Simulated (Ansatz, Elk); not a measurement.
**Zn7Sn: X-ray structure factors from the self-consistent density**

Structure refinements treat a crystal as free atoms side by side. For a made-up structure of Zn7Sn (cell and positions from a PBEsol relaxation) the runs below show what the calculated density changes in F(hkl).

Calculated with Elk 11.2.3 (patched build); DFT, PBE, all-electron APW+lo, Dirac cores, scalar-relativistic bands, static density, no spin.

The structure was built from a prototype and need not be the compound's stable phase.

**1. Set-up**

Symmetry: Fm-3m, No. 225, cubic system. The conventional cell has a = 7.975 Å, b = 7.975 Å, c = 7.975 Å, α = 90.00°, β = 90.00°, γ = 90.00°. Sn has 12 Zn at 2.82 Å nearest. Zn has 12 Zn at 2.82 Å nearest. Nearest to Zn lie 10 Zn at 2.82 Å and 2 Sn at 2.82 Å. Farther neighbours are not listed.

**2. Ground state and structure factors**

An all-electron density is needed, since X-rays see the cores too. Task 0 finds the density and task 195 Fourier-transforms it; tshift is off so that phases refer to the origin typed.

Contents of elk.in:

```
tasks
  0
  195

xctype
  20

spinpol
  .false.

rgkmax
  7.0

gmaxvr
  14.0

lmaxo
  7

lmaxapw
  8

swidth
  0.002

tshift
  .false.

ramdisk
  .false.

hmaxvr
  5.5

maxscl
  120

epspot
  1e-06

sppath
  './'

avec
  0.00000000000 7.53561034230 7.53561034230
  7.53561034230 0.00000000000 7.53561034230
  7.53561034230 7.53561034230 0.00000000000

atoms
  2
  'Sn.in'
  1
  -0.0000000000 0.0000000000 0.0000000000   0.000000 0.000000 0.000000
  'Zn.in'
  7
  0.5000000000 0.5000000000 0.5000000000   0.000000 0.000000 0.000000
  0.5000000000 0.0000000000 0.0000000000   0.000000 0.000000 0.000000
  0.0000000000 0.5000000000 0.0000000000   0.000000 0.000000 0.000000
  0.5000000000 0.5000000000 0.0000000000   0.000000 0.000000 0.000000
  0.0000000000 0.5000000000 0.5000000000   0.000000 0.000000 0.000000
  0.5000000000 0.0000000000 0.5000000000   0.000000 0.000000 0.000000
  0.0000000000 0.0000000000 0.5000000000   0.000000 0.000000 0.000000

ngridk
  5 5 5
```

Started as:

```bash
$ OMP_NUM_THREADS=4 elk
```

Numbers of over 12 decimals in the logs are rounded to 6 here.

What it wrote:

```text
┌─────────────────────────┐
│ Elk code version 11.2.3 │
└─────────────────────────┘

All units are atomic (Hartree, Bohr, etc.)

┌─────────────────────────────────────────────────┐
│ Ground-state run starting from atomic densities │
└─────────────────────────────────────────────────┘

Lattice vectors :
   0.000000000       7.535610342       7.535610342
   7.535610342       0.000000000       7.535610342
   7.535610342       7.535610342       0.000000000

Reciprocal lattice vectors :
 -0.4168995623      0.4168995623      0.4168995623
  0.4168995623     -0.4168995623      0.4168995623
  0.4168995623      0.4168995623     -0.4168995623

Unit cell volume      :    855.8256452
Brillouin zone volume :   0.2898373224

Muffin-tin inner radius fraction :   0.1000000000E-01

Nuclei treated as point charges

Species : 1 (Sn)
 parameters loaded from : Sn.in
 name : tin
 nuclear charge    :   -50.00000000
 electronic charge :    50.00000000
 atomic mass :    216395.0922
 muffin-tin radius :    2.600000000
 number of radial points in muffin-tin :   1193
 inner part over the whole radius :   0.9914297220E-02
 number on inner part of muffin-tin    :    850
 approximate nuclear radius :   0.8828114845E-04
 number of mesh points to nuclear radius :    428
 atomic positions (lattice), magnetic fields (Cartesian) :
  1 :   0.00000000  0.00000000  0.00000000    0.00000000  0.00000000  0.00000000

Species : 2 (Zn)
 parameters loaded from : Zn.in
 name : zinc
 nuclear charge    :   -30.00000000
 electronic charge :    30.00000000
 atomic mass :    119233.3130
 muffin-tin radius :    2.400000000
 number of radial points in muffin-tin :    993
 inner part over the whole radius :   0.9843840322E-02
 number on inner part of muffin-tin    :    701
 approximate nuclear radius :   0.7484757725E-04
 number of mesh points to nuclear radius :    337
 atomic positions (lattice), magnetic fields (Cartesian) :
  1 :   0.50000000  0.50000000  0.50000000    0.00000000  0.00000000  0.00000000
  2 :   0.50000000  0.00000000  0.00000000    0.00000000  0.00000000  0.00000000
  3 :   0.00000000  0.50000000  0.00000000    0.00000000  0.00000000  0.00000000
  4 :   0.50000000  0.50000000  0.00000000    0.00000000  0.00000000  0.00000000
  5 :   0.00000000  0.50000000  0.50000000    0.00000000  0.00000000  0.00000000
  6 :   0.50000000  0.00000000  0.50000000    0.00000000  0.00000000  0.00000000
  7 :   0.00000000  0.00000000  0.50000000    0.00000000  0.00000000  0.00000000

Total number of atoms per unit cell :    8
Total muffin-tin volume :    478.9630272
 ratio of muffin-tin to unit cell volume :   0.5596502394

Spin treatment :
 spin-unpolarised

Number of Bravais lattice symmetries :   48
Number of crystal symmetries         :   48
Crystal has inversion symmetry
Real symmetric eigensolver will be used

k-point grid :      5     5     5
k-point offset :    0.000000000       0.000000000       0.000000000
k-point set is reduced with full crystal symmetry group
Total number of k-points :       10

Muffin-tin radius times maximum |G+k| :    7.000000000
 using average radius
Maximum |G+k| for APW functions       :    2.886597938
Maximum (1/2)|G+k|²                   :    4.166223828
Maximum |G| for potential and density :    14.00000000
Constant for pseudocharge density :    9
 order of it for each species :   16  16
 order of it for pair densities of each species (exact exchange by exxq0 0: 17) :   11   9
Radial integration step length :    1

G-vector grid sizes :     48    48    48
Number of G-vectors :    39597

Maximum angular momentum used for
 APW functions            :    8
 outer part of muffin-tin :    7
 inner part of muffin-tin :    2

Total nuclear charge    :   -260.0000000
Total core charge       :    114.0000000
Total valence charge    :    146.0000000
Total excess charge     :    0.000000000
Total electronic charge :    260.0000000

Effective Wigner radius, rₛ :   0.9228004118

Number of empty states         :     32
Total number of valence states :    106
[...]
electron-nuclear            :     -40228.308741606
 Hartree                     :      5463.7209813438
 Madelung                    :     -22692.480524562
 xc potential                :     -861.98153926512
 exchange                    :     -652.93666962868
 correlation                 :     -12.900310181314
 electron entropic           :    -0.13270512438767E-02
 total energy                :     -18753.118004514

Density of states at Fermi energy :    102.2293465
 (states/Hartree/unit cell)

Estimated indirect band gap :   0.1106349411E-02
 from k-point 4 to k-point 3
Estimated direct band gap   :   0.5436084596E-02
 at k-point 4

Charges :
 core                        :    114.0000000
 valence                     :    146.0000000
 interstitial                :    9.688433946
 muffin-tins (core leakage)
  species : 1 (Sn)
[...]
species : 2 (Zn)
[...]
total in muffin-tins        :    250.3115661
 total calculated charge     :    259.9985216
 total charge                :    260.0000000
 error                       :   0.1478370065E-02

RMS change in Kohn-Sham potential (target) :   0.1580721523     (  0.1000000000E-05)
Absolute change in total energy (target)   :   0.2625391487     (  0.1000000000E-03)

[... loops 3 to 14 left out ...]

┌──────────────────┐
│ Loop number : 15 │
└──────────────────┘

Energies :
 Fermi                       :     0.253932
 sum of occupied eigenvalues :     -10925.983498786
 electron kinetic            :      19308.667300147
 core electron kinetic       :      17577.682386498
 Coulomb                     :     -37393.350515111
 Coulomb potential           :     -29366.548136945
 nuclear-nuclear             :     -2616.2322656366
 electron-nuclear            :     -40263.063170192
 Hartree                     :      5485.9449207173
 Madelung                    :     -22710.076446639
 xc potential                :     -868.10266198872
 exchange                    :     -654.21782673775
 correlation                 :     -12.907250949824
 electron entropic           :    -0.13611727634920E-02
 total energy                :     -18751.809653824

Density of states at Fermi energy :    106.2277994
 (states/Hartree/unit cell)

Estimated indirect band gap :   0.3905972994E-02
 from k-point 4 to k-point 4
Estimated direct band gap   :   0.3905972994E-02
 at k-point 4

Charges :
 core                        :    114.0000000
 valence                     :    146.0000000
 interstitial                :    9.259073668
 muffin-tins (core leakage)
  species : 1 (Sn)
[...]
species : 2 (Zn)
[...]
total in muffin-tins        :    250.7409263
 total calculated charge     :    259.9986013
 total charge                :    260.0000000
 error                       :   0.1398676836E-02

RMS change in Kohn-Sham potential (target) :   0.3552531776E-07 (  0.1000000000E-05)
Absolute change in total energy (target)   :   0.9718342699E-04 (  0.1000000000E-03)

Convergence targets achieved

┌──────────────────┐
│ Loop number : 16 │
└──────────────────┘

Energies :
 Fermi                       :     0.253932
 sum of occupied eigenvalues :     -10925.983502918
 electron kinetic            :      19308.667296457
 core electron kinetic       :      17577.682386049
 Coulomb                     :     -37393.350516025
 Coulomb potential           :     -29366.548137352
 nuclear-nuclear             :     -2616.2322656366
 electron-nuclear            :     -40263.063172420
 Hartree                     :      5485.9449220311
 Madelung                    :     -22710.076447349
 xc potential                :     -868.10266202187
 exchange                    :     -654.21782681024
 correlation                 :     -12.907250929903
 electron entropic           :    -0.13611726393698E-02
 total energy                :     -18751.809658482

Density of states at Fermi energy :    106.2277894
 (states/Hartree/unit cell)

Estimated indirect band gap :   0.3905972605E-02
 from k-point 4 to k-point 4
Estimated direct band gap   :   0.3905972605E-02
 at k-point 4

Charges :
 core                        :    114.0000000
 valence                     :    146.0000000
 interstitial                :    9.259073195
 muffin-tins (core leakage)
  species : 1 (Sn)
[...]
species : 2 (Zn)
[...]
atom 5                    :    28.92136976     (  0.8060381220E-04)
   atom 6                    :    28.92136976     (  0.8060381220E-04)
   atom 7                    :    28.92136976     (  0.8060381220E-04)
 total in muffin-tins        :    250.7409268
 total calculated charge     :    259.9986013
 total charge                :    260.0000000
 error                       :   0.1398676981E-02

┌──────────────────────────────┐
│ Self-consistent loop stopped │
└──────────────────────────────┘

Wrote STATE.OUT
```

Elapsed: 33 s, on 4 threads of INTEL XEON PLATINUM 8581C at 2.10GHz (Emerald Rapids), shared host; peak memory 0.34 GiB.

SFACRHO.OUT:

```text

h k l indices transformed by vhmat matrix:
   1.000000000       0.000000000       0.000000000    
   0.000000000       1.000000000       0.000000000    
   0.000000000       0.000000000       1.000000000    

      h      k      l  multipl.   |H|            Re(F)            Im(F)           |F|

      0      0      0      1   0.0000000       260.00000      0.17294012E-17   260.00000    
      0      1      0      8  0.72209122       18.263524      0.40830640E-13   18.263524    
      1      0      1      6  0.83379912       17.891968     -0.18802094E-15   17.891968    
     -2     -1     -1     12   1.1791700       16.655701     -0.10893611E-13   16.655701    
      1      0      2     24   1.3826994       15.978965      0.17414122E-15   15.978965    
      0     -2      0      8   1.4441824       203.48280      0.56276728E-13   203.48280    
      0     -2     -2      6   1.6675982       192.95769      0.20200719E-12   192.95769    
      2     -1      0     24   1.8172231       14.678530     -0.33145834E-13   14.678530    
     -2     -1      1     24   1.8644315       14.528498      0.23200404E-13   14.528498    
      1      1     -2     24   2.0423824       14.079833     -0.26755183E-13   14.079833    
      3      0      0      8   2.1662737       13.784740      0.41282625E-13   13.784740    
     -3     -2      0     24   2.1662737       13.750896     -0.28263628E-13   13.750896    
      2     -2      0     12   2.3583401       163.52833     -0.34553598E-13   163.52833    
      1     -1      3     48   2.4664111       13.066440     -0.30428716E-13   13.066440    
     -1     -1     -4     24   2.5013974       12.995832     -0.32195296E-13   12.995832    
      0     -3     -3      6   2.5013974       12.984066     -0.32227549E-13   12.984066    
     -1     -4     -3     24   2.6367043       12.708765      0.31141790E-13   12.708765    
      0     -4     -1     24   2.7337933       12.527888     -0.11125729E-13   12.527888
```

Elk indexes on the primitive cell of elk.in and gives |H| = 4π sin θ/λ in inverse bohr. Below, one row stands for each form hkl of the conventional cell (m members, Friedel mates merged), F is for one primitive cell and the density is static (no thermal factor). Free-atom factors are Waasmaier and Kirfel's, and R is Σm||F|−|F'||/Σm|F|.

```tsv
hkl	m	sin θ/λ (Å⁻¹)	abs F, DFT	neutral atoms	diff.
111	8	0.109	18.264	18.214	+0.049
200	6	0.125	17.892	17.797	+0.095
220	12	0.177	16.656	16.543	+0.113
311	24	0.208	15.979	15.850	+0.129
222	8	0.217	203.483	204.920	-1.437
400	6	0.251	192.958	194.631	-1.673
331	24	0.273	14.678	14.531	+0.147
420	24	0.280	14.528	14.403	+0.126
422	24	0.307	14.080	13.944	+0.136
333	8	0.326	13.785	13.646	+0.139
511	24	0.326	13.751	13.646	+0.105
440	12	0.355	163.528	164.186	-0.658
531	48	0.371	13.066	12.986	+0.080
442	24	0.376	12.996	12.915	+0.081
```

**3. The highest occupied states alone**

An energy window below the Fermi level keeps the highest occupied states, to see at which angles they scatter; shallow core shells can lie inside it and anion s states outside. No new self-consistency is needed.

elk.in, as its differences from that of step 2:

```diff
@@ -1,3 +1,2 @@
 tasks
-  0
   195
@@ -40,2 +39,5 @@
 
+wsfac
+  -0.187060 0.553930
+
 sppath
```

Started as:

```bash
$ OMP_NUM_THREADS=4 elk
```

What it wrote:

```text
┌─────────────────────────────────┐
│ Elk code version 11.2.3 started │
└─────────────────────────────────┘

Info(readinput): the functional depends on the density's gradient
 muffin-tin radial points multiplied by    2.00000
 (not where nrmtscf is given)

┌────────────────────┐
│ Current task : 195 │
└────────────────────┘

Info(sfacrho): density structure factors written to SFACRHO.OUT

 Energy window :  -0.1870600000      0.5539300000

┌──────────────────┐
│ Elk code stopped │
└──────────────────┘
```

It took 12 s on 4 threads; peak memory 0.23 GiB.

States within 12 eV below the Fermi level hold 88.00 electrons; any levels below the window count with the cores. Their amplitudes can exceed the total, where window and core parts have opposite phase:

```tsv
hkl	sin θ/λ (Å⁻¹)	abs F, window	abs F, all
111	0.109	8.188	18.264
200	0.125	8.085	17.892
220	0.177	7.608	16.656
311	0.208	7.162	15.979
222	0.217	49.556	203.483
400	0.251	44.081	192.958
331	0.273	5.997	14.678
420	0.280	5.883	14.528
422	0.307	5.360	14.080
333	0.326	5.004	13.785
```

**4. Another functional**

The difference from free atoms is small, so it is set against the change that PBEsol makes.

elk.in, as its differences from that of step 3:

```diff
@@ -1,2 +1,3 @@
 tasks
+  0
   195
@@ -4,3 +5,3 @@
 xctype
-  20
+  22
 
@@ -39,5 +40,2 @@
 
-wsfac
-  -0.187060 0.553930
-
 sppath
```

Started as:

```bash
$ OMP_NUM_THREADS=4 elk
```

What it wrote:

```text
┌─────────────────────────┐
│ Elk code version 11.2.3 │
└─────────────────────────┘

All units are atomic (Hartree, Bohr, etc.)

┌─────────────────────────────────────────────────┐
│ Ground-state run starting from atomic densities │
└─────────────────────────────────────────────────┘

Lattice vectors :
   0.000000000       7.535610342       7.535610342
   7.535610342       0.000000000       7.535610342
   7.535610342       7.535610342       0.000000000

Reciprocal lattice vectors :
 -0.4168995623      0.4168995623      0.4168995623
[...]
valence                     :    146.0000000
 interstitial                :    9.255344961
 muffin-tins (core leakage)
  species : 1 (Sn)
[...]
species : 2 (Zn)
[...]
atom 6                    :    28.92135660     (  0.8230380427E-04)
   atom 7                    :    28.92135660     (  0.8230380427E-04)
 total in muffin-tins        :    250.7446550
 total calculated charge     :    259.9985750
 total charge                :    260.0000000
 error                       :   0.1424996837E-02

┌──────────────────────────────┐
│ Self-consistent loop stopped │
└──────────────────────────────┘

Wrote STATE.OUT
[key lines of the parts left out:]
total energy                :     -18739.270171637
```

It took 35 s on 4 threads; peak memory 0.34 GiB.

Against the first run R = 0.02 %; the largest change is -0.064 at 440.

**5. A coarser k-mesh**

About half the k-points along each axis test the sampling.

elk.in, as its differences from that of step 4:

```diff
@@ -5,3 +5,3 @@
 xctype
-  22
+  20
 
@@ -64,2 +64,2 @@
 ngridk
-  5 5 5
+  2 2 2
```

Started as:

```bash
$ OMP_NUM_THREADS=4 elk
```

What it wrote:

```text
┌─────────────────────────┐
│ Elk code version 11.2.3 │
└─────────────────────────┘

All units are atomic (Hartree, Bohr, etc.)

┌─────────────────────────────────────────────────┐
│ Ground-state run starting from atomic densities │
└─────────────────────────────────────────────────┘

Lattice vectors :
   0.000000000       7.535610342       7.535610342
   7.535610342       0.000000000       7.535610342
   7.535610342       7.535610342       0.000000000

Reciprocal lattice vectors :
 -0.4168995623      0.4168995623      0.4168995623
[...]
valence                     :    146.0000000
 interstitial                :    9.242986757
 muffin-tins (core leakage)
  species : 1 (Sn)
[...]
species : 2 (Zn)
[...]
atom 6                    :    28.91246995     (  0.8072341300E-04)
   atom 7                    :    28.91246995     (  0.8072341300E-04)
 total in muffin-tins        :    250.7570132
 total calculated charge     :    259.9986732
 total charge                :    260.0000000
 error                       :   0.1326797374E-02

┌──────────────────────────────┐
│ Self-consistent loop stopped │
└──────────────────────────────┘

Wrote STATE.OUT
[key lines of the parts left out:]
total energy                :     -18751.754079598
```

The job ended after 22 s (4 threads; peak memory 0.39 GiB; 45 s of CPU time).

Against the first run R = 0.02 %; the largest change is +0.053 at 200.

**6. Settings against the effect**

```tsv
run	R against the first run (%)	R against neutral atoms, low angle (%)	wall time
PBE, rgkmax 7	0.00	0.77	33 s
PBEsol	0.02	0.79	35 s
k-mesh 2×2×2	0.02	0.75	22 s
```

**7. Summary of results**

```json
{
  "R against neutral atoms, sin θ/λ < 0.3 Å⁻¹": "0.77 %",
  "R against neutral atoms, 0.3 to 0.82 Å⁻¹": "0.33 %"
}
```

**Reading.** Independent neutral atoms miss the calculated amplitudes by R = 0.77 % below 0.3 Å⁻¹ and 0.33 % from there to 0.82 Å⁻¹; by shells, 0.38 % below 0.15 Å⁻¹ (2 forms), 0.80 % 0.15 to 0.3 (6 forms), 0.35 % 0.3 to 0.45 (13 forms), 0.32 % above 0.45 (68 forms). Bonding, aspherical density and the tables' own atoms all enter these figures, and the runs don't part them. The largest change of an amplitude is -1.67 electrons, at 400. The window's part falls from 88.0 electrons at the origin to at most 17.87 between 0.45 and 0.82 Å⁻¹, where compact states inside the window still scatter. Below 0.3 Å⁻¹ the changes that finished (PBEsol and k-mesh 2×2×2) move F by R = 0.07 % at most, against the 0.77 % that separates it from free atoms. The basis has no finished test. Part of the difference isn't bonding: the tables are fits to free atoms and ions calculated by other methods than this functional. Thermal motion, anomalous dispersion and extinction are left out.

[Logs are printed without paths, hosts, clocks, repeated set-up lines and the standing remarks that a program may print on its own settings, such as how far it seeks lower states.]

[Hosts, paths, dates, database ids (printed as entryN), source tags and the programs' standing remarks are cut or masked in the printed files.]
